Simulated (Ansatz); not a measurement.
## BaSrTi2O6 (perovskite [001] superlattice): a band-gap study from PBEsol to G0W0 at the band limit

Aim: a best estimate of the quasiparticle gap of BaSrTi2O6 (perovskite [001] superlattice), with each correction and its cost laid out.

Program: Ansatz 0.2.0. Level of theory: density functionals, hybrids, G0W0, plane waves, PAW. Results are calculated unless marked as measured.

Report form: the programs' logs are mostly left out.

## Step 1: Set-up

The cell holds 20 atoms: 2 Sr, 12 O, 4 Ti and 2 Ba. Its edges and angles: a = 3.952 Å, b = 3.952 Å, c = 15.812 Å, α = 90.0°, β = 90.0°, γ = 90.0°. It derives from SrTiO3. Regions: SrTiO3, 10 atoms (2 Sr, 6 O and 2 Ti); BaTiO3, 10 atoms (2 Ba, 6 O and 2 Ti). The structure's axis is c.

The start is a generated structure, not a measured one. Spin-orbit coupling is left out unless a step names it.

## Step 2: Relaxing the structure

A relaxation at this level of theory: leftover forces would pass straight into the levels.

This step: DFT, PBEsol, plane waves, PAW; PAW set soft_1.

Input file input.yaml:

```yaml
crystal:
  lattice:
    - [3.9525, 0.0, 0.0]
    - [0.0, 3.9525, 0.0]
    - [0.0, 0.0, 15.812283365]
  atoms:
    - { symbol: Sr, position: [0.0, 0.0, 0.0640019969] }
    - { symbol: O, position: [0.5, 0.5, 0.0640019969] }
    - { symbol: Ti, position: [0.5, 0.5, 0.1859980031] }
    - { symbol: O, position: [0.5, 0.0, 0.1859980031] }
    - { symbol: O, position: [0.0, 0.5, 0.1859980031] }
    - { symbol: Sr, position: [0.0, 0.0, 0.3079940094] }
    - { symbol: O, position: [0.5, 0.5, 0.3079940094] }
    - { symbol: Ti, position: [0.5, 0.5, 0.4299900157] }
    - { symbol: O, position: [0.5, 0.0, 0.4299900157] }
    - { symbol: O, position: [0.0, 0.5, 0.4299900157] }
    - { symbol: Ba, position: [0.0, 0.0, 0.551986022] }
    - { symbol: O, position: [0.5, 0.5, 0.551986022] }
    - { symbol: Ti, position: [0.5, 0.5, 0.6799900157] }
    - { symbol: O, position: [0.5, 0.0, 0.6799900157] }
    - { symbol: O, position: [0.0, 0.5, 0.6799900157] }
    - { symbol: Ba, position: [0.0, 0.0, 0.8079940094] }
    - { symbol: O, position: [0.5, 0.5, 0.8079940094] }
    - { symbol: Ti, position: [0.5, 0.5, 0.9359980031] }
    - { symbol: O, position: [0.5, 0.0, 0.9359980031] }
    - { symbol: O, position: [0.0, 0.5, 0.9359980031] }
kpoints:
  mp_grid: { grid: [6, 6, 2] }
hamiltonian:
  xc: pbesol
  pseudopotentials: { kind: paw, azcp: { folder: soft_1 }, xc_functional: pbe }
scf:
  occupations: { method: fermi_dirac, width: 0.02 }
relax:
  f_tol: 0.015
  max_steps: 100
  cell: {}
output:
  write_density: true
  write_potential: true
  elf: true
  volumetric_format: npy
```

Launch:

```sh
$ ansatz run input.yaml --threads 3 --pin off --max-ram 92160MiB --backend cuda --events-out ev --progress --plain --runs-dir out --devices 1 --max-vram 13GiB
```

Run time: 1.8 min. Hardware: 1 × NVIDIA H100 80GB HBM3 (shared by 6 runs) with 3 threads of AMD EPYC 7R13 (Zen 3), shared host; peak memory 1 GiB; 3.9 min of CPU time.

Step by step (22 of 36):

```tsv
step	energy less that of the first step (eV)	largest force component (eV/Å)	pressure (GPa)	volume (Å³)
1	0.0000	1.0222	-2.59	247.02
3	-0.1596	0.0978	0.13	242.95
4	-0.1597	0.0687	0.04	243.08
6	-0.1606	0.0025	0.00	243.13
8*	-0.1521	0.0004	-0.06	243.13
9	-0.1524	0.0015	0.03	243.01
11	-0.1523	0.0003	0.00	243.05
13	-0.1523	0.0001	0.00	243.05
14	-0.1523	0.0001	0.00	243.05
16	-0.1523	0.0007	0.00	243.05
18	-0.1523	0.0016	0.00	243.05
19	-0.1523	0.0025	0.00	243.05
21	-0.1523	0.0056	0.00	243.05
23	-0.1523	0.0129	0.00	243.05
24	-0.1523	0.0194	0.00	243.05
26	-0.1540	0.1218	-0.03	243.22
28	1.1023	6.2496	7.11	244.51
29	-0.0547	1.2119	0.38	243.45
31	-0.1722	0.0756	0.02	244.50
33	-0.1733	0.0063	0.00	244.49
34*	-0.1771	0.0057	0.02	244.49
36*	-0.1771	0.0056	-0.01	244.57
```

Relaxation steps marked * repeat the geometry before them on a plane-wave basis chosen anew for their cell, so energy and pressure can jump there. Other such steps can lie between the rows shown. Relaxation steps 28, 29 were tried and not accepted.

The run keeps the 8 symmetry operations that it works with, so distortions that break them were not tested.

```tsv
cell as run	before	after	change
a (Å)	3.952	3.923	-0.7 %
b (Å)	3.952	3.923	-0.7 %
c (Å)	15.812	15.891	+0.5 %
volume (Å³/atom)	12.35	12.23	-1.0 %
```

The atoms that moved most (Å, as changes of fractional coordinates times the final cell):

```tsv
atom	dx	dy	dz	length
O12	0.000	0.000	0.128	0.128
Ti3	0.000	0.000	-0.121	0.121
Sr1	0.000	0.000	-0.118	0.118
Ti8	0.000	0.000	-0.111	0.111
O17	0.000	0.000	0.108	0.108
Sr6	0.000	0.000	-0.098	0.098
O19	0.000	0.000	0.091	0.091
O20	0.000	0.000	0.091	0.091
```

## Step 3: PBEsol bands

The cheap functional maps the bands first; the places of the edges decide which points the dearer methods must see.

Input file input.yaml:

```yaml
crystal:
  lattice:
    - [3.9230183724, 0.0, 0.0]
    - [0.0, 3.9230183724, 0.0]
    - [0.0, 0.0, 15.891451069]
  atoms:
    - { symbol: Sr, position: [0.0, 0.0, 0.056563162] }
    - { symbol: O, position: [0.5, 0.5, 0.0623640627] }
    - { symbol: Ti, position: [0.5, 0.5, 0.1783899353] }
    - { symbol: O, position: [0.5, 0.0, 0.1855802327] }
    - { symbol: O, position: [0.0, 0.5, 0.1855802327] }
    - { symbol: Sr, position: [0.0, 0.0, 0.3018132738] }
    - { symbol: O, position: [0.5, 0.5, 0.3076801959] }
    - { symbol: Ti, position: [0.5, 0.5, 0.4229808387] }
    - { symbol: O, position: [0.5, 0.0, 0.4288802332] }
    - { symbol: O, position: [0.0, 0.5, 0.4288802332] }
    - { symbol: Ba, position: [0.0, 0.0, 0.5534579145] }
    - { symbol: O, position: [0.5, 0.5, 0.560056261] }
    - { symbol: Ti, position: [0.5, 0.5, 0.677666613] }
    - { symbol: O, position: [0.5, 0.0, 0.6850606824] }
    - { symbol: O, position: [0.0, 0.5, 0.6850606824] }
    - { symbol: Ba, position: [0.0, 0.0, 0.8085657876] }
    - { symbol: O, position: [0.5, 0.5, 0.8147682558] }
    - { symbol: Ti, position: [0.5, 0.5, 0.9331207648] }
    - { symbol: O, position: [0.5, 0.0, 0.9417054133] }
    - { symbol: O, position: [0.0, 0.5, 0.9417054133] }
kpoints:
  mp_grid: { grid: [6, 6, 2] }
  band_path:
    path:
      - [[0.0, 0.0, 0.0], [0.0, 0.5, 0.0], [0.5, 0.5, 0.0], [0.0, 0.0, 0.0], [0.0, 0.0, 0.5], [0.0, 0.5, 0.5], [0.5, 0.5, 0.5], [0.0, 0.0, 0.5]]
      - [[0.0, 0.5, 0.0], [0.0, 0.5, 0.5]]
      - [[0.5, 0.5, 0.0], [0.5, 0.5, 0.5]]
    npoints: 10
hamiltonian:
  xc: pbesol
  pseudopotentials: { kind: paw, azcp: { folder: soft_1 }, xc_functional: pbe }
scf:
  occupations: { method: fermi_dirac, width: 0.02 }
  n_extra_bands: 10
output:
  eigenvalues: true
  forces: true
  stress: true
  write_density: true
  write_potential: true
  elf: true
  volumetric_format: npy
```

It took 19 s on 1 × NVIDIA H100 80GB HBM3 (shared by 6 runs) with 3 threads; peak memory 1.2 GiB.

This step gave:

```yaml
pressure: -0.009634 GPa
filled_bands: 80
gap: 1.848 eV
valence_top_at: M
conduction_bottom_at: Γ
least_direct_gap: 2.247 eV
```

The gap is indirect, with the least direct gap 0.40 eV higher.

Electronic bands along the path, in eV, zero at the top of the highest nominally filled band:

```tsv
point	band 77	band 78	band 79	band 80	band 81	band 82	band 83	band 84
Γ	-0.57	-0.44	-0.40	-0.40	1.85	1.92	1.93	2.02
halfway	-0.78	-0.75	-0.66	-0.62	2.17	2.87	2.88	2.91
X	-0.87	-0.72	-0.67	-0.18	2.24	3.04	3.06	3.73
halfway	-0.60	-0.59	-0.57	-0.15	2.96	3.47	3.47	3.79
M	-0.08	-0.05	-0.04	0.00	3.80	3.80	4.07	4.07
halfway	-0.74	-0.69	-0.62	-0.58	2.82	3.04	3.27	3.31
Γ	-0.57	-0.44	-0.40	-0.40	1.85	1.92	1.93	2.02
halfway	-0.52	-0.52	-0.41	-0.41	1.85	1.90	1.95	2.02
Z	-0.49	-0.49	-0.42	-0.42	1.86	1.88	1.96	2.02
halfway	-0.87	-0.78	-0.68	-0.65	2.40	2.46	2.89	2.92
R	-1.10	-1.08	-0.39	-0.24	2.46	2.52	3.48	3.68
halfway	-0.62	-0.59	-0.36	-0.23	3.08	3.14	3.80	3.82
A	-0.07	-0.06	-0.04	0.00	3.86	3.86	3.89	3.89
halfway	-0.74	-0.65	-0.64	-0.58	2.94	3.00	3.11	3.14
Z	-0.49	-0.49	-0.42	-0.42	1.86	1.88	1.96	2.02
jump to X	-0.87	-0.72	-0.67	-0.18	2.24	3.04	3.06	3.73
halfway	-0.96	-0.94	-0.49	-0.21	2.31	2.76	3.32	3.73
R	-1.10	-1.08	-0.39	-0.24	2.46	2.52	3.48	3.68
jump to M	-0.08	-0.05	-0.04	0.00	3.80	3.80	4.07	4.07
halfway	-0.07	-0.06	-0.04	0.00	3.82	3.82	3.97	3.97
A	-0.07	-0.06	-0.04	0.00	3.86	3.86	3.89	3.89
```

Valence density in the ca plane at fractional y = 0.000, with atoms of Sr and O and Ba within 0.2 Å of it. It is the smooth field of the valence electrons, not physical close to the nuclei.

Ten steps, logarithmic in the rise over the least value, from '0' (0.0 e/Å³) to '9' (7.5 e/Å³), each cell a mean:
```
57777410003677763000136555642001356556520002
46665211112466642111125666531111245665321111
23332123432233321344323444322343223443223442
21000247864210012577631111124786421111146775
31000269985200013799841000026998520000258996
31000258985200013689741000125898521000247986
21211135653112112456432232223565322322135654
34553212222355531222224555422222235554322222
57776310012577753000135656541001256666420002
67777410003676764100146545642001355446520002
```
Columns run along c (15.9 Å), rows up along a (3.9 Å). Atoms in or near the plane, at fractional coordinates: Sr at (0.06, 0.00), O at (0.19, 0.50), Sr at (0.30, 0.00), O at (0.43, 0.50), Ba at (0.55, 0.00), O at (0.69, 0.50), Ba at (0.81, 0.00), O at (0.94, 0.50).

ELF in the ca plane at fractional y = 0.000, with atoms of Sr and O and Ba within 0.2 Å of it. It is the smooth field of the valence electrons, not physical close to the nuclei.

Values, 6 rows by 16 columns, each cell a mean:
```
0.70 0.71 0.12 0.15 0.70 0.70 0.09 0.24 0.61 0.65 0.19 0.19 0.65 0.62 0.25 0.11
0.32 0.34 0.43 0.47 0.35 0.30 0.49 0.40 0.53 0.49 0.40 0.44 0.48 0.54 0.36 0.52
0.22 0.09 0.70 0.69 0.16 0.14 0.69 0.68 0.11 0.09 0.68 0.68 0.15 0.07 0.66 0.68
0.18 0.09 0.69 0.71 0.14 0.12 0.71 0.66 0.15 0.14 0.67 0.70 0.17 0.13 0.62 0.73
0.50 0.53 0.28 0.31 0.55 0.48 0.31 0.28 0.69 0.66 0.27 0.29 0.65 0.70 0.25 0.33
0.65 0.65 0.14 0.17 0.62 0.67 0.09 0.29 0.49 0.56 0.23 0.22 0.55 0.50 0.30 0.12
```
Columns run along c (15.9 Å), rows up along a (3.9 Å). Atoms in or near the plane, at fractional coordinates: Sr at (0.06, 0.00), O at (0.19, 0.50), Sr at (0.30, 0.00), O at (0.43, 0.50), Ba at (0.55, 0.00), O at (0.69, 0.50), Ba at (0.81, 0.00), O at (0.94, 0.50).

## Step 4: PBEsol+SOC

Spin-orbit coupling can split or shift the edges; a non-collinear run measures by how much.

This step: DFT, PBEsol with spin-orbit coupling, plane waves, PAW; PAW set soft_1.

input.yaml, as its differences from that of step 3:

```diff
@@ -30,12 +30,18 @@
     path:
-      - [[0.0, 0.0, 0.0], [0.0, 0.5, 0.0], [0.5, 0.5, 0.0], [0.0, 0.0, 0.0], [0.0, 0.0, 0.5], [0.0, 0.5, 0.5], [0.5, 0.5, 0.5], [0.0, 0.0, 0.5]]
-      - [[0.0, 0.5, 0.0], [0.0, 0.5, 0.5]]
-      - [[0.5, 0.5, 0.0], [0.5, 0.5, 0.5]]
-    npoints: 10
+      - [0.0, 0.0, 0.0]
+      - [0.0, 0.5, 0.0]
+      - [0.5, 0.5, 0.0]
+      - [0.0, 0.0, 0.5]
+      - [0.0, 0.5, 0.5]
+      - [0.5, 0.5, 0.5]
+    npoints: 1
 hamiltonian:
   xc: pbesol
-  pseudopotentials: { kind: paw, azcp: { folder: soft_1 }, xc_functional: pbe }
+  pseudopotentials: { kind: paw_fr, azcp: { folder: soft_1 }, xc_functional: pbe }
 scf:
-  occupations: { method: fermi_dirac, width: 0.02 }
-  n_extra_bands: 10
+  occupations: { method: fixed }
+  n_extra_bands: 20
+magnetization:
+  noncollinear: true
+  spin_orbit: true
 output:
@@ -44,5 +50 @@
   stress: true
-  write_density: true
-  write_potential: true
-  elf: true
-  volumetric_format: npy
```

It took 9.9 s on 1 × NVIDIA H100 80GB HBM3 (shared by 6 runs) with 3 threads; peak memory 1.3 GiB; 20 s of CPU time.

Numbers from this step:

- pressure: -0.009179 GPa
- gap: 1.847 eV
- valence top at: M
- conduction bottom at: Γ
- least direct gap: 2.207 eV

The gap is that of PBEsol.

## Step 5: HSE06

HSE06 mixes in a quarter of exact exchange at short range. Exchange couples all pairs of k points, which makes a full band path dear, so levels are read on the mesh and at chosen points.

This step: DFT, HSE06, plane waves, PAW; PAW set soft_1.

input.yaml, as its differences from that of step 4:

```diff
@@ -27,3 +27,3 @@
 kpoints:
-  mp_grid: { grid: [6, 6, 2] }
+  mp_grid: { grid: [4, 4, 2] }
   band_path:
@@ -38,13 +38,8 @@
 hamiltonian:
-  xc: pbesol
-  pseudopotentials: { kind: paw_fr, azcp: { folder: soft_1 }, xc_functional: pbe }
+  xc: hse06
+  pseudopotentials: { kind: paw, azcp: { folder: soft_1 } }
 scf:
   occupations: { method: fixed }
-  n_extra_bands: 20
-magnetization:
-  noncollinear: true
-  spin_orbit: true
+  n_extra_bands: 10
 output:
   eigenvalues: true
-  forces: true
-  stress: true
```

Elapsed: 78 s, on 1 × NVIDIA H100 80GB HBM3 (shared by 6 runs) with 3 threads; peak memory 2.1 GiB; 2.7 min of CPU time.

Numbers from this step:

| Quantity | Value |
| --- | --- |
| gap | 3.324 eV |
| valence top at | M |
| conduction bottom at | Γ |
| least direct gap | 3.729 eV |

The gap stands +1.48 eV against PBEsol.

## Step 6: G0W0, 6×6×2 mesh, 339 empty bands, screening to 72 eV, PAW set soft_1 files

G0W0 replaces the xc potential by the self-energy, built once from these orbitals. Only a window of levels is corrected, while the sums run over the empty bands that the input names. This step takes PAW set soft_1 files.

This step: G0W0 on PBEsol, plane waves, PAW; PAW set soft_1.

input.yaml, as its differences from that of step 5:

```diff
@@ -27,19 +27,13 @@
 kpoints:
-  mp_grid: { grid: [4, 4, 2] }
-  band_path:
-    path:
-      - [0.0, 0.0, 0.0]
-      - [0.0, 0.5, 0.0]
-      - [0.5, 0.5, 0.0]
-      - [0.0, 0.0, 0.5]
-      - [0.0, 0.5, 0.5]
-      - [0.5, 0.5, 0.5]
-    npoints: 1
+  mp_grid: { grid: [6, 6, 2] }
 hamiltonian:
-  xc: hse06
-  pseudopotentials: { kind: paw, azcp: { folder: soft_1 } }
+  xc: pbesol
+  pseudopotentials: { kind: paw, azcp: { folder: soft_1 }, xc_functional: pbe }
 scf:
   occupations: { method: fixed }
-  n_extra_bands: 10
-output:
-  eigenvalues: true
+gw:
+  n_empty_bands: 339
+  ecut_chi: 72
+  qp_bands: [v4, c4]
+  qp_kpoints: band_edges
+  screening: { model: contour_deformation }
```

Run time: 91 s. Hardware: 1 × NVIDIA H100 80GB HBM3 (shared by 6 runs) with 3 threads; peak memory 2.5 GiB; 2.4 min of CPU time.

This step gave:

| Property | Result |
| --- | --- |
| bands summed | 419 |
| RPA ε∞ on this mesh (eigenvalues) | 5.743, 6.212, 6.212 |
| plane waves in the screening matrix | 345 |
| G0W0 gap on the mesh | 3.577 eV |
| k of the valence top | -0.5, -0.5, 0 |
| k of the conduction bottom | 0, 0, 0 |
| starting gap on the mesh | 1.848 eV |
| least direct G0W0 gap on the computed points | 3.910 eV |

The gap on the mesh goes from 1.85 eV to 3.58 eV, a correction of +1.73 eV. Between the two edge states, bare exchange in place of the xc potential would open the gap by 12.76 eV, and correlation takes back 11.03 eV.

## Step 7: G0W0, 6×6×2 mesh, 823 empty bands, screening to 130 eV, PAW set soft_1 files

Bands and screening cutoff are moved together, since each hides the error of the other.

input.yaml, as its differences from that of step 6:

```diff
@@ -34,4 +34,4 @@
 gw:
-  n_empty_bands: 339
-  ecut_chi: 72
+  n_empty_bands: 823
+  ecut_chi: 130.0
   qp_bands: [v4, c4]
```

The job ended after 5.9 min (1 × NVIDIA H100 80GB HBM3 (shared by 6 runs) with 3 threads; peak memory 5.5 GiB; 11 min of CPU time).

Numbers from this step:

```
bands summed                                 : 903
RPA ε∞ on this mesh (eigenvalues)            : 5.673, 6.140, 6.140
plane waves in the screening matrix          : 841
q-points in the mesh                         : 72
G0W0 gap on the mesh                         : 3.515 eV
k of the valence top                         : -0.5, -0.5, 0
k of the conduction bottom                   : 0, 0, 0
starting gap on the mesh                     : 1.848 eV
Z at the valence top                         : 0.7224
Z at the conduction bottom                   : 0.7437
least direct G0W0 gap on the computed points : 3.869 eV
```

Against the run with 6×6×2 mesh, 339 empty bands, screening to 72 eV, PAW set soft_1 files, the gap moves by −0.06 eV.

Limits: finite bands, cutoff and mesh; no spin-orbit coupling. v1 is the top filled band, c1 the lowest empty one. Levels before and after the correction, in eV, zero at the valence-band top of each column:

```tsv
	conduction bottom	valence top
Kohn-Sham	1.85	0.00
G0W0	3.52	0.00
```

```tsv
	level	occupation	energy (eV)
Kohn-Sham	Γ v3	2	-0.444
Kohn-Sham	Γ v2-v1	2	-0.399
Kohn-Sham	Γ c1	0	1.848
Kohn-Sham	Γ c2	0	1.916
Kohn-Sham	Γ c3	0	1.929
Kohn-Sham	(-0.5 -0.5 0) v3	2	-0.050
Kohn-Sham	(-0.5 -0.5 0) v2	2	-0.045
Kohn-Sham	(-0.5 -0.5 0) v1	2	0.000
Kohn-Sham	(-0.5 -0.5 0) c1-c2	0	3.803
Kohn-Sham	(-0.5 -0.5 0) c3	0	4.068
G0W0	Γ v3	2	-0.414
G0W0	Γ v2-v1	2	-0.354
G0W0	Γ c1	0	3.515
G0W0	Γ c2	0	3.605
G0W0	Γ c3	0	3.620
G0W0	(-0.5 -0.5 0) v3	2	-0.024
G0W0	(-0.5 -0.5 0) v2	2	-0.037
G0W0	(-0.5 -0.5 0) v1	2	0.000
G0W0	(-0.5 -0.5 0) c1-c2	0	5.507
G0W0	(-0.5 -0.5 0) c3	0	5.774
```

The parts of the quasiparticle energy at the two band edges (eV; QP = start + Σx + Σc − Vxc):

```tsv
run	edge	start	Σx	Σc	Vxc	Z	QP
419 bands	valence top	10.20	-25.91	4.98	-20.83	0.73	10.10
419 bands	conduction bottom	12.05	-12.63	-6.05	-20.31	0.75	13.67
903 bands	valence top	10.20	-25.91	4.70	-20.83	0.72	9.82
903 bands	conduction bottom	12.05	-12.63	-6.39	-20.31	0.74	13.33
```

## Step 8: The ladder

Times are wall times on 1 × NVIDIA H100 80GB HBM3 (shared by 6 runs) with 3 threads of AMD EPYC 7R13 (Zen 3), shared host, good to a factor of about two. G0W0 rows are gaps on the mesh, lowered by the amount that the mesh misses the start's edges, a rough step that assumes the same correction there.

```tsv
level	gap (eV)	least direct gap (eV)	time
PBEsol	1.85	2.25	19 s
PBEsol+SOC	1.85	2.21	9.9 s
HSE06	3.32	3.73	78 s
G0W0@PBEsol (339 empty bands)	3.58	-	91 s
G0W0@PBEsol (823 empty bands)	3.52	-	5.9 min
```

## Step 9: Adding up the best estimate

```tsv
term	eV	running total (eV)
G0W0 on the mesh, top rung	3.515	3.515
to the limit, by a line in one over the bands through the two top rungs	−0.053	3.462
spin-orbit change, from PBEsol	−0.001	3.462
```

## Step 10: Results

* PBEsol gap: 1.85 eV, indirect
* HSE06: 3.32 eV
* G0W0, top rung on the mesh: 3.52 eV
* best estimate, G0W0@PBEsol with spin-orbit change: 3.46 eV
* GW settings of the top rung: 6×6×2 mesh, 823 empty bands, screening to 130 eV, PAW set soft_1 files
* known limits: one-shot GW, static lattice; one k mesh, untested

The best estimate for G0W0@PBEsol is 3.46 eV, indirect by PBEsol+SOC, against 1.85 eV at the start (both with spin-orbit coupling). The limit rests on the two highest rungs, unchecked by another pair. Among the functionals HSE06 comes nearest: −0.14 eV from the estimate. All runs took 11 min, 67 % of it in G0W0.

[Paths, hosts, dates, memory and timing lines, banners, echoed tables and standing remarks are left out of the program output.]

[Logs are printed without paths, hosts, clocks, repeated set-up lines and the standing remarks that a program may print on its own settings, such as how far it seeks lower states.]

[Runs of the session that timed out or met a known fault of the program may be left out.]

[Cells called generated may have been cut or substituted from an entry of the Crystallography Open Database or the Materials Project.]

[Hosts, paths, dates, database ids (printed as entryN), source tags and the programs' standing remarks are cut or masked in the printed files.]
